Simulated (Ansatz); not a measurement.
## C4S5O (Pc): the gap up the ladder of methods

Wanted: a ladder of band gaps for C4S5O (Pc), from density functionals to G0W0.

Main program and level: Ansatz 0.2.0; density functionals, hybrids and G0W0, plane waves, PAW.

## 1. Starting point

Symmetry: Pc, No. 7, monoclinic system. Conventional cell: a = 3.964 Å, b = 11.021 Å, c = 8.832 Å, α = 90.00°, β = 104.76°, γ = 90.00°. C has 3 S at 1.65 to 1.74 Å nearest. Nearest to C lie 1 C at 1.37 Å and 2 S at 1.73 Å. C has 1 O at 1.21 Å and 2 S at 1.80 Å nearest. C has 1 C at 1.37 Å and 2 S at 1.73 Å nearest. Nearest to S lie 1 C at 1.65 Å. Nearest to S lie 2 C at 1.73 to 1.74 Å. Farther neighbours and most contacts between anions are not listed.

Geometry: measured cell, ions relaxed with PBE. The runs that relaxed it are not among those shown.

The logs state that the PAW files were generated under PBE.

## 2. LDA on the 6×2×4 mesh

This step: DFT, LDA, plane waves, PAW; PAW set soft_1.

Contents of input.yaml:

```yaml
crystal:
  lattice:
    - [3.9638, 0.0, 0.0]
    - [0.0, 11.0211, 0.0]
    - [-2.2503537532, 0.0, 8.5408209769]
  atoms:
    - { symbol: C, position: [0.9954444397, 0.1796739709, 0.3639247569] }
    - { symbol: C, position: [0.9954444397, 0.8203260291, 0.8639247569] }
    - { symbol: C, position: [0.4303161322, 0.201707041, 0.6372972353] }
    - { symbol: C, position: [0.4303161322, 0.798292959, 0.1372972353] }
    - { symbol: C, position: [0.7934383888, 0.3409955639, 0.8579692616] }
    - { symbol: C, position: [0.7934383888, 0.6590044361, 0.3579692616] }
    - { symbol: C, position: [0.3676703384, 0.3173331213, 0.5811982461] }
    - { symbol: C, position: [0.3676703384, 0.6826668787, 0.0811982461] }
    - { symbol: S, position: [0.7175656305, 0.1290236316, 0.2041229421] }
    - { symbol: S, position: [0.7175656305, 0.8709763684, 0.7041229421] }
    - { symbol: S, position: [0.2162793335, 0.0863359043, 0.5167550488] }
    - { symbol: S, position: [0.2162793335, 0.9136640957, 0.0167550488] }
    - { symbol: S, position: [0.7019628428, 0.181898402, 0.8234195846] }
    - { symbol: S, position: [0.7019628428, 0.818101598, 0.3234195846] }
    - { symbol: S, position: [0.0945683707, 0.3332646569, 0.3947420537] }
    - { symbol: S, position: [0.0945683707, 0.6667353431, 0.8947420537] }
    - { symbol: S, position: [0.5678526524, 0.4359530879, 0.6984529155] }
    - { symbol: S, position: [0.5678526524, 0.5640469121, 0.1984529155] }
    - { symbol: O, position: [-0.010268129, 0.3802644671, 0.9759479553] }
    - { symbol: O, position: [-0.010268129, 0.6197355329, 0.4759479553] }
kpoints:
  mp_grid: { grid: [6, 2, 4] }
  band_path:
    path:
      - [0.0, 0.0, 0.0]
      - [0.0, 0.5, 0.0]
      - [0.0, 0.5, 0.5]
      - [0.0, 0.0, 0.5]
      - [-0.5, 0.0, 0.5]
      - [-0.5, 0.5, 0.5]
      - [-0.5, 0.5, 0.0]
      - [-0.5, 0.0, 0.0]
      - [-0.5, 0.25, 0.0]
    npoints: 1
hamiltonian:
  xc: lda
  pseudopotentials: { kind: paw, azcp: { folder: soft_1 }, xc_functional: pbe }
scf:
  occupations: { method: fixed }
  n_extra_bands: 10
output:
  eigenvalues: true
  forces: true
  stress: true
```

Command:

```bash
> ansatz run input.yaml --threads 2 --pin off --max-ram 92160MiB --backend cuda --events-out ev --progress --plain --runs-dir out --devices 1 --max-vram 13GiB
```

Numbers of over 12 decimals in the logs are rounded to 6 here.

Log:

```text
scf.n_extra_bands = 10 over 52 filled bands (N_el = 104.0): the run solves 62 bands
GPUs: using 1 of 1 available (devices: 1).
Engine: ansatz 0.2.0, x86_64-unknown-linux-gnu
Pseudopotentials: kind: paw
Pseudopotential: C, paw, valence charge 4, recommended cutoff 420 eV (normal), soft_1/C.paw.azcp
Pseudopotential: S, paw, valence charge 6, recommended cutoff 420 eV (normal), soft_1/S.paw.azcp
Pseudopotential: O, paw, valence charge 6, recommended cutoff 420 eV (normal), soft_1/O.paw.azcp
Functional definition: SPW92
  exchange = slater_x
  correlation = pw_c
device memory: the entry about to start is reckoned to put 4.5 GiB on a device that reports 54.5 GiB free (of which the cap on the GPU budget leaves the run 13.0 GiB)
GPU FFT provider: cuFFT
GPU libraries: cuBLAS 13.8.2, cuFFT 12.4.0, cuSOLVER 12.3.4
Crystal: 20 atoms, lattice volume = 373.109 Å³
Basis set: ecut = 420 eV, 7335 PW (Γ)
Bands: 62, of which v1, the nominal top of the filled ones, is band 52 counted from 1 (51 counted from 0)
Symmetry: 2 space group operations
Space group: Pc (ITA 7), of the structure as read, at distance tolerance 7.2e-5 Å
k-points: 28 of 48 (time reversal used)
Non-local potential: C, projectors of the file, l = 0: 2, l = 1: 2, l = 2: 1
Non-local potential: S, projectors of the file, l = 0: 2, l = 1: 2, l = 2: 1
Non-local potential: O, projectors of the file, l = 0: 2, l = 1: 2, l = 2: 1
PAW form: soft (Blöchl's): semilocal exchange-correlation on the pseudo side does not see the compensation charge
PAW frozen core: C, regenerated for the run's functional, and the local potential with it (the file was generated under x = pbe(κ = 0.804, μ = 0.219515), c = pbe(β = 0.066725))
PAW frozen core: S, regenerated for the run's functional, and the local potential with it (the file was generated under x = pbe(κ = 0.804, μ = 0.219515), c = pbe(β = 0.066725))
PAW frozen core: O, regenerated for the run's functional, and the local potential with it (the file was generated under x = pbe(κ = 0.804, μ = 0.219515), c = pbe(β = 0.066725))
PAW one-centre angular grid: C, 110 points (default); XC on 64 Gauss nodes
PAW one-centre angular grid: S, 110 points (default); XC on 64 Gauss nodes
PAW one-centre angular grid: O, 110 points (default); XC on 64 Gauss nodes
Initial density: superposition of atomic densities (chi_scale 0.1, normalization cell, long waves kept (reshape's long-wave potential 0.98 eV rms))
Initial wavefunctions: pseudopotential atomic-orbital guess
GPU buffer pool allocated for 121500 grid points (all kernels)
GPU transforms: local potential and band sums: pruned to the plane-wave sphere, on 27×75×60
Functional: x = slater, c = lda
SCF iter   1: F=—  HF=-11751.381878 eV  |F-HF|=—  |Δ(HF+E_count)|=         —  Δρ=7.82e-2  dr2=4.31e1  ethr=3.10e-3  ⟨swp⟩=5.0  Hψ=7693  notcnv=0  defer=173
preconditioner: auto → Resta (q_TF=auto, 2.205 Å⁻¹)  ε∞=4.7  [insulator: Δε(μ)=0.914 eV  Ē_g=9.727 eV  n_scr=62 (ndim 8)  ℏωp=18.8 eV  f_vac=0.025  ε∞_Penn≈4.7]
SCF iter   2: F=—  HF=-11742.721876 eV  |F-HF|=—  |Δ(HF+E_count)|=    8.66e0  Δρ=3.49e-2  dr2=3.41e0  ethr=3.10e-3  ⟨swp⟩=4.0  Hψ=4540  notcnv=0  defer=220
SCF iter   3: F=—  HF=-11741.870367 eV  |F-HF|=—  |Δ(HF+E_count)|=   8.52e-1  Δρ=1.61e-2  dr2=9.00e-1  ethr=3.10e-3  ⟨swp⟩=2.0  Hψ=3593  notcnv=0  defer=174
SCF iter   4: F=—  HF=-11741.661912 eV  |F-HF|=—  |Δ(HF+E_count)|=   2.08e-1  Δρ=7.75e-3  dr2=2.00e-1  ethr=8.65e-4  ⟨swp⟩=2.2  Hψ=3167  notcnv=0  defer=224
SCF iter   5: F=—  HF=-11741.620618 eV  |F-HF|=—  |Δ(HF+E_count)|=   4.13e-2  Δρ=1.82e-3  dr2=1.61e-2  ethr=1.92e-4  ⟨swp⟩=2.4  Hψ=3542  notcnv=0  defer=224
SCF iter   6: F=—  HF=-11741.620129 eV  |F-HF|=—  |Δ(HF+E_count)|=   4.89e-4  Δρ=8.70e-4  dr2=4.24e-3  ethr=1.55e-5  ⟨swp⟩=2.9  Hψ=2708  notcnv=0  defer=224
SCF iter   7: F=—  HF=-11741.619723 eV  |F-HF|=—  |Δ(HF+E_count)|=   4.06e-4  Δρ=2.48e-4  dr2=3.37e-4  ethr=4.07e-6  ⟨swp⟩=2.1  Hψ=2828  notcnv=0  defer=224
SCF iter   8: F=—  HF=-11741.620009 eV  |F-HF|=—  |Δ(HF+E_count)|=   2.86e-4  Δρ=1.31e-4  dr2=9.56e-5  ethr=3.24e-7  ⟨swp⟩=2.0  Hψ=2970  notcnv=0  defer=224
SCF iter   9: F=—  HF=-11741.619870 eV  |F-HF|=—  |Δ(HF+E_count)|=   1.39e-4  Δρ=3.99e-5  dr2=7.91e-6  ethr=9.19e-8  ⟨swp⟩=2.0  Hψ=2960  notcnv=0  defer=223
SCF iter  10: F=—  HF=-11741.619871 eV  |F-HF|=—  |Δ(HF+E_count)|=   1.38e-6  Δρ=1.45e-5  dr2=1.13e-6  ethr=7.60e-9  ⟨swp⟩=2.0  Hψ=2930  notcnv=0  defer=223
SCF iter  11: F=—  HF=-11741.619871 eV  |F-HF|=—  |Δ(HF+E_count)|=   2.33e-7  Δρ=5.93e-6  dr2=2.20e-7  ethr=1.09e-9  ⟨swp⟩=2.0  Hψ=2756  notcnv=0  defer=223
SCF iter  12: F=-11741.619871 eV  HF=-11741.619871 eV  |F-HF|=1.40e-9  |Δ(HF+E_count)|=   2.52e-8  Δρ=1.61e-6  dr2=1.43e-8  ethr=9.62e-11  ⟨swp⟩=16.8  Hψ=11164  notcnv=0
SCF 1 converged in 12 iterations: F = -11741.619871 eV  dr2 = 1.43e-8
[...]
device memory: the entry about to start is reckoned to put 2.7 GiB on a device that reports 51.4 GiB free (of which the cap on the GPU budget leaves the run 13.0 GiB)
NSCF: frozen V_eff on 9 k-points
SCF converged after 12 iterations
Free energy (F): -11741.619871 eV
Harris-Foulkes:  -11741.619871 eV  (|F-HF|=1.40e-9)
Internal energy: -11741.619871 eV  (E = F + TS)
E sigma→0 (E₀):  -11741.619871 eV
Fermi energy:    3.207743 eV
--- Per-component energies (eV) ---
  E_band       = -473.858745
  E_kinetic    = 2076.837073
  E_local      = -4799.964355  (includes V_loc(G=0)·N_el)
  E_nonlocal   = 664.751330
  E_hartree    = 1646.339160
  E_xc         = -1377.789834
  E_vxc        = -1448.352932  (∫ρ·V_xc dr)
  E_paw        = -6811.847902  (= ΣΔE_a)
  E_vpaw       = -259.809135  (= ΣTr[D̂ρ^β])
  E_aug_tail   = 0.001705  (compensation charges beyond the density's cutoff)
  E_ewald      = -3142.175527
  E_core_change = 2.228479  (= ΣΔE_core)
  E_smearing   = -0.000000  (= −TS)
  E_closure    = 0.000000  (closes the sum)
  Σ components = -11741.619871   (vs F -11741.619871, Δ=0.00e0)
--- Forces (eV/Å), atoms counted from 1 ---
  atom   1  C      0.01595863     0.01027786     0.05248054
  atom   2  C      0.01595863    -0.01027786     0.05248054
  atom   3  C     -0.00546329     0.10053194    -0.03257073
  atom   4  C     -0.00546329    -0.10053194    -0.03257073
  atom   5  C      0.18332128     0.14672688     0.30529272
  atom   6  C      0.18332128    -0.14672688     0.30529272
  atom   7  C      0.01660295    -0.10298185     0.03701624
  atom   8  C      0.01660295     0.10298185     0.03701624
  atom   9  S      0.13873132     0.04693678     0.26653703
  atom  10  S      0.13873132    -0.04693678     0.26653703
  atom  11  S      0.02685505     0.38687405    -0.02490363
  atom  12  S      0.02685505    -0.38687405    -0.02490363
  atom  13  S     -0.07875323     0.29653215    -0.24817229
  atom  14  S     -0.07875323    -0.29653215    -0.24817229
  atom  15  S      0.04086454    -0.29714756     0.26837328
  atom  16  S      0.04086454     0.29714756     0.26837328
  atom  17  S     -0.00034145    -0.40056539     0.03921891
  atom  18  S     -0.00034145     0.40056539     0.03921891
  atom  19  O     -0.33776483    -0.22537311    -0.66326639
  atom  20  O     -0.33776483     0.22537311    -0.66326639
  max |Σ_I F_I| component: 2.19e-5 eV/Å
--- Stress (GPa, compression-positive) ---
       -1.716009       0.000000      -1.288993
        0.000000      -3.694434       0.000000
       -1.288993       0.000000      -3.936070
  P = ⅓ Tr σ = -3.1155 GPa (-31.155 kbar)
--- Band table (eV; the first three rows and the last of 28) ---
  k-point 0: bands = [... 48 lower, 2.3139, 2.7244, 2.7941, 2.8407, 5.3404, 5.3809, 5.9356, 6.0933, ... 6 higher]
  k-point 1: bands = [... 48 lower, 2.4224, 2.7081, 2.8668, 2.8992, 5.3431, 5.3962, 5.9601, 6.0146, ... 6 higher]
  k-point 2: bands = [... 48 lower, 2.6078, 2.6078, 2.9362, 2.9362, 5.3867, 5.3867, 5.9642, 5.9642, ... 6 higher]
  k-point 27: bands = [... 48 lower, 2.5343, 2.5343, 2.9917, 2.9917, 5.0966, 5.0966, 5.7964, 5.7964, ... 6 higher]
```

Elapsed: 15 s, on 1 × NVIDIA H100 80GB HBM3 (shared by 6 runs) with 2 threads of AMD EPYC 7R13 (Zen 3), shared host; peak memory 0.97 GiB.

The column dr2 measures how far the density is from self-consistency, as an energy; F and HF (Harris–Foulkes) agree once it is small.

Numbers from this step:

```
pressure             : -3.116 GPa
gap                  : 1.489 eV
valence top at       : C_2
conduction bottom at : Y_2
least direct gap     : 1.566 eV
```

Over mesh and listed points the gap is 1.489 eV, from k = (-0.500, 0.500, 0.000) to k = (-0.500, 0.000, 0.000). The least direct gap found is 1.566 eV, at k = (-0.500, 0.250, 0.000).

## 3. PBEsol on the 6×2×4 mesh

This step: DFT, PBEsol, plane waves, PAW; PAW set soft_1.

input.yaml: that of step 2 with these lines changed.

```diff
@@ -41,3 +41,3 @@
 hamiltonian:
-  xc: lda
+  xc: pbesol
   pseudopotentials: { kind: paw, azcp: { folder: soft_1 }, xc_functional: pbe }
@@ -50 +50,5 @@
   stress: true
+  write_density: true
+  write_potential: true
+  elf: true
+  volumetric_format: npy
```

Log:

```text
[...]
GPUs: using 1 of 1 available (devices: 1).
[...]
GPU FFT provider: cuFFT
GPU libraries: cuBLAS 13.8.2, cuFFT 12.4.0, cuSOLVER 12.3.4
Crystal: 20 atoms, lattice volume = 373.109 Å³
Basis set: ecut = 420 eV, 7335 PW (Γ), exchange–correlation on 54×150×120 points (8 copies of the dense FFT grid, shifted against one another)
Bands: 62, of which v1, the nominal top of the filled ones, is band 52 counted from 1 (51 counted from 0)
Symmetry: 2 space group operations
[...]
k-points: 28 of 48 (time reversal used)
[...]
GPU buffer pool allocated for 121500 grid points (all kernels)
[...]
SCF iter   1: F=—  HF=-11946.218773 eV  |F-HF|=—  |Δ(HF+E_count)|=         —  Δρ=7.63e-2  dr2=4.15e1  ethr=3.10e-3  ⟨swp⟩=5.0  Hψ=7684  notcnv=0  defer=172
[...]
atom   7  C     -0.00222009     0.04817955    -0.02390778
  atom   8  C     -0.00222009    -0.04817955    -0.02390778
[...]
atom  17  S      0.00847111    -0.18538414     0.02754567
  atom  18  S      0.00847111     0.18538414     0.02754567
  atom  19  O     -0.11779632    -0.06685018    -0.22283691
  atom  20  O     -0.11779632     0.06685018    -0.22283691
  max |Σ_I F_I| component: 2.60e-5 eV/Å
--- Stress (GPa, compression-positive) ---
       -0.088799       0.000000      -0.532354
        0.000000      -0.999812       0.000000
       -0.532354       0.000000      -1.016779
  P = ⅓ Tr σ = -0.7018 GPa (-7.018 kbar)
--- Band table (eV; the first three rows and the last of 28) ---
  k-point 0: bands = [... 48 lower, 2.4977, 2.9016, 2.9794, 3.0247, 5.5508, 5.5930, 6.1875, 6.3037, ... 6 higher]
  k-point 1: bands = [... 48 lower, 2.6027, 2.8837, 3.0524, 3.0845, 5.5532, 5.6057, 6.2035, 6.2381, ... 6 higher]
  k-point 2: bands = [... 48 lower, 2.7840, 2.7840, 3.1221, 3.1221, 5.5945, 5.5945, 6.1979, 6.1979, ... 6 higher]
  k-point 27: bands = [... 48 lower, 2.7141, 2.7141, 3.1760, 3.1760, 5.3208, 5.3208, 6.0413, 6.0413, ... 6 higher]
[key lines of the parts left out:]
SCF converged after 12 iterations
Free energy (F): -11937.143069 eV
Fermi energy:    3.393035 eV
```

Run time: 12 s. Hardware: 1 × NVIDIA H100 80GB HBM3 (shared by 6 runs) with 2 threads; peak memory 1.2 GiB.

Numbers from this step:

```
pressure             : -0.7018 GPa
gap                  : 1.537 eV
valence top at       : C_2
conduction bottom at : Y_2
least direct gap     : 1.611 eV
```

Over mesh and listed points the gap is 1.537 eV, from k = (-0.500, 0.500, 0.000) to k = (-0.500, 0.000, 0.000). The least direct gap found is 1.611 eV, at k = (-0.500, 0.250, 0.000). PBEsol against LDA: 1.537 − 1.489 = +0.048 eV, with the same mesh, files and cutoff, and both edges at the same k points.

## 4. PBE on the 6×2×4 mesh

Levels along a band path and on the mesh show where this functional puts the band edges.

This step: DFT, PBE, plane waves, PAW; PAW set soft_1.

input.yaml: that of step 3 with these lines changed.

```diff
@@ -34,13 +34,15 @@
       - [0.0, 0.0, 0.5]
+      - [0.0, 0.0, 0.0]
       - [-0.5, 0.0, 0.5]
       - [-0.5, 0.5, 0.5]
+      - [0.0, 0.5, 0.0]
       - [-0.5, 0.5, 0.0]
       - [-0.5, 0.0, 0.0]
-      - [-0.5, 0.25, 0.0]
-    npoints: 1
+      - [0.0, 0.0, 0.0]
+    npoints: 10
 hamiltonian:
-  xc: pbesol
-  pseudopotentials: { kind: paw, azcp: { folder: soft_1 }, xc_functional: pbe }
+  xc: pbe
+  pseudopotentials: { kind: paw, azcp: { folder: soft_1 } }
 scf:
-  occupations: { method: fixed }
+  occupations: { method: fermi_dirac, width: 0.02 }
   n_extra_bands: 10
```

Log:

```text
[...]
GPUs: using 1 of 1 available (devices: 1).
[...]
GPU FFT provider: cuFFT
GPU libraries: cuBLAS 13.8.2, cuFFT 12.4.0, cuSOLVER 12.3.4
Crystal: 20 atoms, lattice volume = 373.109 Å³
Basis set: ecut = 420 eV, 7335 PW (Γ), exchange–correlation on 54×150×120 points (8 copies of the dense FFT grid, shifted against one another)
[...]
k-point 0: bands = [... 48 lower, 2.5714, 2.9670, 3.0412, 3.0872, 5.6178, 5.6636, 6.3067, 6.3897, ... 6 higher]
  k-point 1: bands = [... 48 lower, 2.6716, 2.9479, 3.1131, 3.1454, 5.6219, 5.6747, 6.3097, 6.3288, ... 6 higher]
  k-point 2: bands = [... 48 lower, 2.8485, 2.8485, 3.1818, 3.1818, 5.6629, 5.6629, 6.2919, 6.2919, ... 6 higher]
  k-point 27: bands = [... 48 lower, 2.7837, 2.7837, 3.2329, 3.2329, 5.4066, 5.4066, 6.1304, 6.1304, ... 6 higher]
[key lines of the parts left out:]
SCF converged after 12 iterations
Free energy (F): -12155.921324 eV
Fermi energy:    4.241909 eV
P = ⅓ Tr σ = 1.3517 GPa (13.517 kbar)
```

The job ended after 21 s (1 × NVIDIA H100 80GB HBM3 (shared by 6 runs) with 2 threads; peak memory 1.3 GiB; 23 s of CPU time).

Numbers from this step:

* pressure: 1.352 GPa
* gap: 1.582 eV
* valence top at: C_2
* conduction bottom at: Y_2
* least direct gap: 1.653 eV

Over mesh and path the gap is 1.582 eV, from k = (-0.500, 0.500, 0.000) to k = (-0.500, 0.000, 0.000). The least direct gap found is 1.653 eV, at k = (-0.500, 0.250, 0.000). PBE against PBEsol: 1.582 − 1.537 = +0.045 eV, with the same mesh, files and cutoff, and both edges at the same k points.

## 5. r2SCAN on the 6×2×4 mesh

r2SCAN is a meta-GGA: it depends on the kinetic-energy density as well as on the density and its gradient.

This step: DFT, r2SCAN, plane waves, PAW; PAW set soft_1.

input.yaml: that of step 4 with these lines changed.

```diff
@@ -34,15 +34,13 @@
       - [0.0, 0.0, 0.5]
-      - [0.0, 0.0, 0.0]
       - [-0.5, 0.0, 0.5]
       - [-0.5, 0.5, 0.5]
-      - [0.0, 0.5, 0.0]
       - [-0.5, 0.5, 0.0]
       - [-0.5, 0.0, 0.0]
-      - [0.0, 0.0, 0.0]
-    npoints: 10
+      - [-0.5, 0.25, 0.0]
+    npoints: 1
 hamiltonian:
-  xc: pbe
+  xc: r2scan
   pseudopotentials: { kind: paw, azcp: { folder: soft_1 } }
 scf:
-  occupations: { method: fermi_dirac, width: 0.02 }
+  occupations: { method: fixed }
   n_extra_bands: 10
```

Log:

```text
[...]
GPUs: using 1 of 1 available (devices: 1).
[...]
GPU FFT provider: cuFFT
GPU libraries: cuBLAS 13.8.2, cuFFT 12.4.0, cuSOLVER 12.3.4
Crystal: 20 atoms, lattice volume = 373.109 Å³
Basis set: ecut = 500 eV, 9495 PW (Γ), exchange–correlation on 120×324×288 points (64 copies of the dense FFT grid, shifted against one another)
[...]
k-point 0: bands = [... 48 lower, 2.2989, 2.7067, 2.8160, 2.8609, 5.6144, 5.6586, 6.3726, 6.4315, ... 6 higher]
  k-point 1: bands = [... 48 lower, 2.3985, 2.6815, 2.8907, 2.9244, 5.6181, 5.6693, 6.3686, 6.3767, ... 6 higher]
  k-point 2: bands = [... 48 lower, 2.5767, 2.5767, 2.9634, 2.9634, 5.6574, 5.6574, 6.3446, 6.3446, ... 6 higher]
  k-point 27: bands = [... 48 lower, 2.5211, 2.5211, 3.0208, 3.0208, 5.3904, 5.3904, 6.1854, 6.1854, ... 6 higher]
[key lines of the parts left out:]
SCF converged after 11 iterations
Free energy (F): -12201.618329 eV
Fermi energy:    3.243923 eV
P = ⅓ Tr σ = -0.7580 GPa (-7.580 kbar)
```

The job ended after 11 s (1 × NVIDIA H100 80GB HBM3 (shared by 6 runs) with 2 threads; peak memory 1.7 GiB).

Numbers from this step:

```yaml
pressure: -0.7580 GPa
gap: 1.756 eV
valence_top_at: C_2
conduction_bottom_at: Y_2
least_direct_gap: 1.829 eV
```

Over mesh and listed points the gap is 1.756 eV, from k = (-0.500, 0.500, 0.000) to k = (-0.500, 0.000, 0.000). The least direct gap found is 1.829 eV, at k = (-0.500, 0.250, 0.000). r2SCAN against PBE: 1.756 − 1.582 = +0.174 eV. The runs also differ in plane-wave cutoff (420 eV and 500 eV), so how much of this comes from the functional alone is not known.

(Continued in part 2 of 3.)

[Paths, hosts, dates, memory and timing lines, banners, echoed tables and standing remarks are left out of the program output.]

[Logs are printed without paths, hosts, clocks, repeated set-up lines and the standing remarks that a program may print on its own settings, such as how far it seeks lower states.]

[Runs of the session that timed out or met a known fault of the program may be left out.]

[Cells called generated may have been cut or substituted from an entry of the Crystallography Open Database or the Materials Project.]

[Hosts, paths, dates, database ids (printed as entryN), source tags and the programs' standing remarks are cut or masked in the printed files.]

[Where an RPA ε∞ is given, it is that of the G0W0 mesh and is not shown converged in it. Names of k-points follow the symmetry that the program found, which can be lower than the space group named. Band edges on a path are those of the sampled points; other points can move an edge, and change direct to indirect where valleys lie close.]

[Hybrid gaps are those of their k-mesh and are not shown converged in it.]
